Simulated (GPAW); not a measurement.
**Optical response of SrO**

Aim: the dielectric function of SrO, and the optical constants that follow from it. The cell comes from an older database entry, whose edges can differ from later determinations, mostly by under a per cent.

Program: GPAW 26.7.0. Level of theory: DFT, PBE, plane-wave PAW (GPAW data sets), scalar-relativistic, RPA, optical limit. Results are calculated unless marked as measured.

The database entry behind the starting cell differs from later determinations by our own check (about 0.5 % short), so it need not match the best structure at ambient conditions.

## (1) The structure

Symmetry: Fm-3m, No. 225, cubic system. Conventional cell: a = 5.133 Å, b = 5.133 Å, c = 5.133 Å, α = 90.00°, β = 90.00°, γ = 90.00°. Nearest to Sr lie 6 O at 2.57 Å. Nearest to O lie 6 Sr at 2.57 Å. Farther neighbours and most contacts between anions are not listed.

Structure file:

```cif
data_structure
_symmetry_space_group_name_H-M 'P 1'
_symmetry_Int_Tables_number 1
_cell_length_a 3.6293
_cell_length_b 3.6293
_cell_length_c 3.6293
_cell_angle_alpha 60.000
_cell_angle_beta 60.000
_cell_angle_gamma 60.000
_cell_volume 33.80
loop_
_atom_site_label
_atom_site_type_symbol
_atom_site_fract_x
_atom_site_fract_y
_atom_site_fract_z
_atom_site_occupancy
Sr1 Sr 0.50000 0.50000 0.50000 1
O2 O 0.00000 0.00000 0.00000 1
```

## (2) Ground state

The self-consistent density comes first; it also tells whether there is a gap, which decides the occupations and the need for a Drude term.

This step: DFT, PBE, plane-wave PAW (GPAW data sets), scalar-relativistic, ground state (GPAW 26.7.0).

gs.py reads:

```python
from ase import Atoms
from ase.dft.bandgap import bandgap
from gpaw import GPAW, PW, FermiDirac

atoms = Atoms(['Sr', 'O'],
              cell=[[0.000000000000, 2.566300000000, 2.566300000000],
                    [2.566300000000, 0.000000000000, 2.566300000000],
                    [2.566300000000, 2.566300000000, 0.000000000000]],
              scaled_positions=[[0.500000000000, 0.500000000000, 0.500000000000],
                                [0.000000000000, 0.000000000000, 0.000000000000]],
              pbc=[True, True, True])
atoms.calc = GPAW(mode=PW(500), xc='PBE', kpts={'size': (8, 8, 8), 'gamma': True},
                  occupations=FermiDirac(0.05), maxiter=150, txt='gs.txt')
print('energy (eV)', atoms.get_potential_energy())
print('Fermi level (eV)', atoms.calc.get_fermi_level())
print('valence electrons', atoms.calc.get_number_of_electrons())
print('gap (eV)', bandgap(atoms.calc, output=None)[0])
print('direct gap (eV)', bandgap(atoms.calc, direct=True, output=None)[0])
atoms.calc.write('gs.gpw')
```

Started as:

```bash
$ OMP_NUM_THREADS=1 python gs.py
```

Numbers of over 12 decimals in the logs are rounded to 6 here.

Log:

```text
__  _  _
 | _ |_)|_||  |
 |__||  | ||/\| - 26.7.0

Versions:
  Python: 3.12.14
  ASE:    3.29.0
  Numpy:  2.5.5
  Scipy:  1.18.1
  Libxc:  7.0.0

Input parameters:
  mode=PW(ecut=500.0),
  kpts=MonkhorstPack(size=(8, 8, 8), gamma=True),
  maxiter=150,
  occupations=Occupations(name='fermi-dirac', width=0.05, fixmagmom=False),
  xc=XC(name='PBE')

Diagonalizing LCAO Hamiltonian
Converting LCAO to pw mode

               Sr

       O

Atoms  # Å, Bohr magnetons
|   | symbol |        x |        y |        z |    initial magnetic moments |
| 0 |     Sr | 2.566300 | 2.566300 | 2.566300 | ( 0.0000,  0.0000,  0.0000) |
| 1 |      O | 0.000000 | 0.000000 | 0.000000 | ( 0.0000,  0.0000,  0.0000) |

Unit cell  # Å
| periodic |        x |        y |        z |  lengths |    angles |
|      yes | 0.000000 | 2.566300 | 2.566300 | 3.629296 | 60.000000 |
|      yes | 2.566300 | 0.000000 | 2.566300 | 3.629296 | 60.000000 |
|      yes | 2.566300 | 2.566300 | 0.000000 | 3.629296 | 60.000000 |

Number of symmetries: 48
Symmetry operations  # r_c * U_cc + t_c -> r_c
|    | kind |            matrix            |
|  0 |  σ   |  1, 0, 0,  1, 0,-1,  1,-1, 0 |
|  1 |  C2  |  1, 0, 0,  1,-1, 0,  1, 0,-1 |
|  2 |  E   |  1, 0, 0,  0, 1, 0,  0, 0, 1 |
|  3 |  σ   |  1, 0, 0,  0, 0, 1,  0, 1, 0 |
|  4 |  C4  |  1, 0,-1,  1, 0, 0,  1,-1, 0 |
|  5 |  S6  |  1, 0,-1,  1,-1, 0,  1, 0, 0 |
|  6 |  σ   |  1, 0,-1,  0, 1,-1,  0, 0,-1 |
|  7 |  C3  |  1, 0,-1,  0, 0,-1,  0, 1,-1 |
|  8 |  S6  |  1,-1, 0,  1, 0, 0,  1, 0,-1 |
|  9 |  C4  |  1,-1, 0,  1, 0,-1,  1, 0, 0 |
| 10 |  C3  |  1,-1, 0,  0,-1, 1,  0,-1, 0 |
| 11 |  σ   |  1,-1, 0,  0,-1, 0,  0,-1, 1 |
| 12 |  σ   |  0, 1, 0,  1, 0, 0,  0, 0, 1 |
| 13 |  C4  |  0, 1, 0,  0, 1,-1, -1, 1, 0 |
| 14 |  C3  |  0, 1, 0,  0, 0, 1,  1, 0, 0 |
| 15 |  S6  |  0, 1, 0, -1, 1, 0,  0, 1,-1 |
| 16 |  C2  |  0, 1,-1,  1, 0,-1,  0, 0,-1 |
| 17 |  σ   |  0, 1,-1,  0, 1, 0, -1, 1, 0 |
| 18 |  S4  |  0, 1,-1,  0, 0,-1,  1, 0,-1 |
| 19 |  C4  |  0, 1,-1, -1, 1, 0,  0, 1, 0 |
| 20 |  C3  |  0, 0, 1,  1, 0, 0,  0, 1, 0 |
| 21 |  σ   |  0, 0, 1,  0, 1, 0,  1, 0, 0 |
| 22 |  S6  |  0, 0, 1,  0,-1, 1, -1, 0, 1 |
| 23 |  C4  |  0, 0, 1, -1, 0, 1,  0,-1, 1 |
| 24 |  S4  |  0, 0,-1,  1, 0,-1,  0, 1,-1 |
| 25 |  C3  |  0, 0,-1,  0, 1,-1,  1, 0,-1 |
| 26 |  C2  |  0, 0,-1,  0,-1, 0, -1, 0, 0 |
| 27 |  S6  |  0, 0,-1, -1, 0, 0,  0,-1, 0 |
| 28 |  S4  |  0,-1, 1,  1,-1, 0,  0,-1, 0 |
| 29 |  C4  |  0,-1, 1,  0, 0, 1, -1, 0, 1 |
| 30 |  C2  |  0,-1, 1,  0,-1, 0,  1,-1, 0 |
| 31 |  σ   |  0,-1, 1, -1, 0, 1,  0, 0, 1 |
| 32 |  C3  |  0,-1, 0,  1,-1, 0,  0,-1, 1 |
| 33 |  S6  |  0,-1, 0,  0, 0,-1, -1, 0, 0 |
| 34 |  S4  |  0,-1, 0,  0,-1, 1,  1,-1, 0 |
| 35 |  C2  |  0,-1, 0, -1, 0, 0,  0, 0,-1 |
| 36 |  C2  | -1, 1, 0,  0, 1, 0,  0, 1,-1 |
| 37 |  S6  | -1, 1, 0,  0, 1,-1,  0, 1, 0 |
| 38 |  S4  | -1, 1, 0, -1, 0, 1, -1, 0, 0 |
| 39 |  C3  | -1, 1, 0, -1, 0, 0, -1, 0, 1 |
| 40 |  S6  | -1, 0, 1,  0, 0, 1,  0,-1, 1 |
| 41 |  C2  | -1, 0, 1,  0,-1, 1,  0, 0, 1 |
| 42 |  C3  | -1, 0, 1, -1, 1, 0, -1, 0, 0 |
| 43 |  S4  | -1, 0, 1, -1, 0, 0, -1, 1, 0 |
| 44 |  C2  | -1, 0, 0,  0, 0,-1,  0,-1, 0 |
| 45 |  i   | -1, 0, 0,  0,-1, 0,  0, 0,-1 |
| 46 |  σ   | -1, 0, 0, -1, 1, 0, -1, 0, 1 |
| 47 |  C2  | -1, 0, 0, -1, 0, 1, -1, 1, 0 |

BZ-sampling:
  Number of BZ points: 512
  Number of IBZ points: 29

  Monkhorst-Pack size: [8, 8, 8]
  Monkhorst-Pack shift: [0.0625, 0.0625, 0.0625]

K-points  # in reciprocal-cell coordinates
|     |                                coordinates |     weight |
|   0 | (  0.00000000,   0.00000000,   0.00000000) | 0.00195312 |
|   1 | (  0.12500000,   0.12500000,   0.00000000) | 0.01171875 |
|   2 | (  0.12500000,   0.12500000,   0.12500000) | 0.01562500 |
|   3 | (  0.25000000,   0.12500000,   0.12500000) | 0.02343750 |
|   4 | (  0.25000000,   0.25000000,   0.00000000) | 0.01171875 |
|   5 | (  0.25000000,   0.25000000,   0.12500000) | 0.04687500 |
|   6 | (  0.25000000,   0.25000000,   0.25000000) | 0.01562500 |
|   7 | (  0.37500000,   0.25000000,  -0.37500000) | 0.04687500 |
|   8 | (  0.37500000,   0.25000000,   0.12500000) | 0.04687500 |
|   9 | (  0.37500000,   0.25000000,   0.25000000) | 0.04687500 |
| ... |                                            |            |
|  28 | (  0.50000000,   0.50000000,   0.50000000) | 0.00781250 |

Plane wave coefficients: 881
Cutoff: 500.0 eV

Spin-components: 1 (collinear spins)
Bands:           9
Projectors:      10
Spin-degeneracy: 2
Datatype:        complex128

Parallelization:
  kpt:    1
  domain: 1
  band:   1

Density:
  Valence electrons: 16.0
  Components: 1
  Grid points: [20 20 20]
  Charge: 0.0  # |e|

Potential:
  Grid points: [20 20 20]

species:
  Sr:
    name:    Strontium
    id:
    Z:       38.0
    valence: 10
    core:    28
    charge:  0.0  # [|e|]
    compensation charges:
      type: gauss
      rc: 0.40  # [Å]
      lmax: 2
    cutoffs:
      filter: 2.39  # [Å]
      core: 1.85  # [Å]
    projectors
    | kind |    occ | energy [eV] | rcut [Å] |
    |   4s |  2.000 |     -40.883 |    1.291 |
    |   5s |  2.000 |      -3.525 |    1.291 |
    |   4p |  6.000 |     -22.826 |    1.291 |
    |    p |        |       4.386 |    1.291 |
    |    d |        |       0.000 |    1.254 |

    Using partial waves for Sr as LCAO basis

  O:
    name:    Oxygen
    id:
    Z:       8.0
    valence: 6
    core:    2
    charge:  0.0  # [|e|]
    compensation charges:
      type: gauss
      rc: 0.21  # [Å]
      lmax: 2
    cutoffs:
      filter: 1.17  # [Å]
      core: 0.83  # [Å]
    projectors
    | kind |    occ | energy [eV] | rcut [Å] |
    |   2s |  2.000 |     -23.961 |    0.688 |
    |   2p |  4.000 |      -9.029 |    0.598 |
    |    s |        |       3.251 |    0.688 |
    |    p |        |      18.182 |    0.598 |
    |    d |        |       0.000 |    0.619 |

    Using partial waves for O as LCAO basis

Reference energy: -88537.622309  # eV

eigensolver:
  PPCG
  Converge bands: occupied
  niter=2

density mixing:
  MSR1-Mixer
  Pratt-step length: 0.05
  Maximum mixing coefficient: 0.75
  Old densities: 10
  SVD Regularization: 0.005
  Good broyden scale: 1.0
  Trust region scale: 1.0
  Backstep threshold: 4.0
  History deletion threshold: 6.0
  Fourier metric: weight=20.0, sigma=0.015

occupation numbers:
  Fermi-Dirac:
    width: 0.0500  # eV

poisson solver:
  ecut: 4000.0  # eV

xc functional:
  name: PBE with 2 nearest neighbor stencil

convergence criteria:
- Maximum [total energy] change in last 3 cyles: 0.0005 eV / valence electron
- Maximum integral of absolute [dens]ity change: 0.0001 electrons / valence electron
- Maximum integral of absolute [eigenst]ate change: 4e-08 eV^2 / valence electron
maximum number of iterations: 150

SCF iterations
|iter     |      energy | eigst |  dens |
|iter:   1||  -13.321765 | +0.18 |       |
|iter:   2||  -12.865653 | -1.35 | -0.92 |
|iter:   3||  -11.854429 | -0.44 | -0.98 |
|iter:   4||  -11.854576 | -1.90 | -1.43 |
|iter:   5||  -11.864244 | -2.96 | -1.67 |
|iter:   6||  -11.865121 | -3.66 | -2.49 |
|iter:   7||  -11.865142c| -5.04 | -3.12 |
|iter:   8||  -11.865147c| -5.75 | -3.67 |
|iter:   9||  -11.865147c| -6.67 | -4.35c|
|iter:  10||  -11.865147c| -7.62c| -5.12c|

Converged in 10 steps
SCF loop duration: 3.297 s (0.330 s/step)
Energy contributions relative to reference atoms: (reference = -88537.622309)

Energy contributions:
  Kinetic:          13.916754
  Coulomb:         -10.563656
  Zero:             -0.297279
  External:          0.000000
  Xc:              -14.920966
  Entropy:          -0.000000
  Spinorbit:         0.000000
  ----------------------------
  Free energy:     -11.865147
  Extrapolated:    -11.865147

dipole moment: (-14.455467, -14.455467, -14.455467)  # |e|*Ang

Fermi level: 6.178
Eigenvalues  # (at kpt = [0.000, 0.000, 0.000])
| band index |      eig [eV] | occ [0-2] |
|          0 |       -27.097 |     2.000 |
|          1 |        -9.946 |     2.000 |
|          2 |        -8.753 |     2.000 |
|          3 |        -8.753 |     2.000 |
|          4 |        -8.753 |     2.000 |
|          5 |         5.152 |     2.000 |
|          6 |         5.152 |     2.000 |
|          7 |         5.152 |     2.000 |
|          8 |         9.197 |     0.000 |

Gap: 3.362 eV
Transition (v -> c):
  (s=0, k=0, n=7, [0.00, 0.00, 0.00]) -> (s=0, k=24, n=8, [0.50, 0.50, 0.00])
Direct/indirect transitions are different
Direct gap: 3.424 eV
Transition at: (s=0, k=24, n=7, [0.50, 0.50, 0.00])

--- standard output ---
energy (eV) -11.865147
Fermi level (eV) 6.178363
valence electrons 16.0
gap (eV) 3.361679
direct gap (eV) 3.424002
```

It took 4.6 s on 1 thread of Arm Neoverse V2, shared host; peak memory 0.13 GiB.

This step gave:

* energy: -11.87 eV
* Fermi energy: 6.178 eV
* gap on the k-mesh: 3.362 eV
* direct gap on the mesh: 3.424 eV
* electrons: 16

There is a gap, 3.36 eV on this mesh (points off the mesh can give less), so no carriers' term is needed.

## (3) Bands for the response

The response needs many more empty bands than the density does.

This step: DFT, PBE, plane-wave PAW (GPAW data sets), scalar-relativistic, bands at fixed density (GPAW 26.7.0).

nscf.py reads:

```python
from ase.dft.bandgap import bandgap
from gpaw import GPAW, FermiDirac

calc = GPAW('gs.gpw').fixed_density(kpts={'size': (12, 12, 12), 'gamma': True}, nbands=41, convergence={'bands': 35},
                                    occupations=FermiDirac(0.001), txt='nscf.txt')
print('gap (eV)', bandgap(calc, output=None)[0])
print('direct gap (eV)', bandgap(calc, direct=True, output=None)[0])
print('top band over the Fermi level (eV)', min(calc.get_eigenvalues(kpt=k)[34] for k in range(len(calc.get_ibz_k_points()))) - calc.get_fermi_level())
calc.write('full.gpw', mode='all')
```

Started as:

```bash
$ OMP_NUM_THREADS=1 python nscf.py
```

Log:

```text
Diagonalizing LCAO Hamiltonian
Converting LCAO to pw mode
convergence criteria:
- Maximum integral of absolute [eigenst]ate change: 4e-08 eV^2 / valence electron
maximum number of iterations: 150

SCF iterations
|iter     |      energy | eigst |  dens |
|iter:   1||             | +3.71 |       |
|iter:   2||             | +2.22 |       |
|iter:   3||             | +1.06 |       |
|iter:   4||             | -0.10 |       |
|iter:   5||             | -1.07 |       |
|iter:   6||             | -1.96 |       |
|iter:   7||             | -2.87 |       |
|iter:   8||             | -3.65 |       |
|iter:   9||             | -4.56 |       |
|iter:  10||             | -5.30 |       |
|iter:  11||             | -6.16 |       |
|iter:  12||             | -6.70 |       |
|iter:  13||             | -7.42c|       |
SCF steps: 13
  __  _  _
 | _ |_)|_||  |
 |__||  | ||/\| - 26.7.0

Versions:
  Python: 3.12.14
  ASE:    3.29.0
  Numpy:  2.5.5
  Scipy:  1.18.1
  Libxc:  7.0.0

Input parameters:
  mode=PW(ecut=500.0),
  convergence={'bands': 35},
  gpts=array([20, 20, 20]),
  kpts=MonkhorstPack(size=(12, 12, 12), gamma=True),
  maxiter=150,
  nbands=41,
  occupations=Occupations(name='fermi-dirac', width=0.001, fixmagmom=False),
  parallel={},
  xc=XC(name='PBE')

--- standard output ---
gap (eV) 3.361666
direct gap (eV) 3.423989
top band over the Fermi level (eV) 40.933439
```

Wall time 45 s (1 thread); peak memory 0.19 GiB.

(Part 1 of 2 ends here.)

[Machine, clock and banner lines and Python warnings are left out of the logs.]

[Logs are printed without paths, hosts, clocks, repeated set-up lines and the standing remarks that a program may print on its own settings, such as how far it seeks lower states.]

[Hosts, paths, dates, database ids (printed as entryN), source tags and the programs' standing remarks are cut or masked in the printed files.]
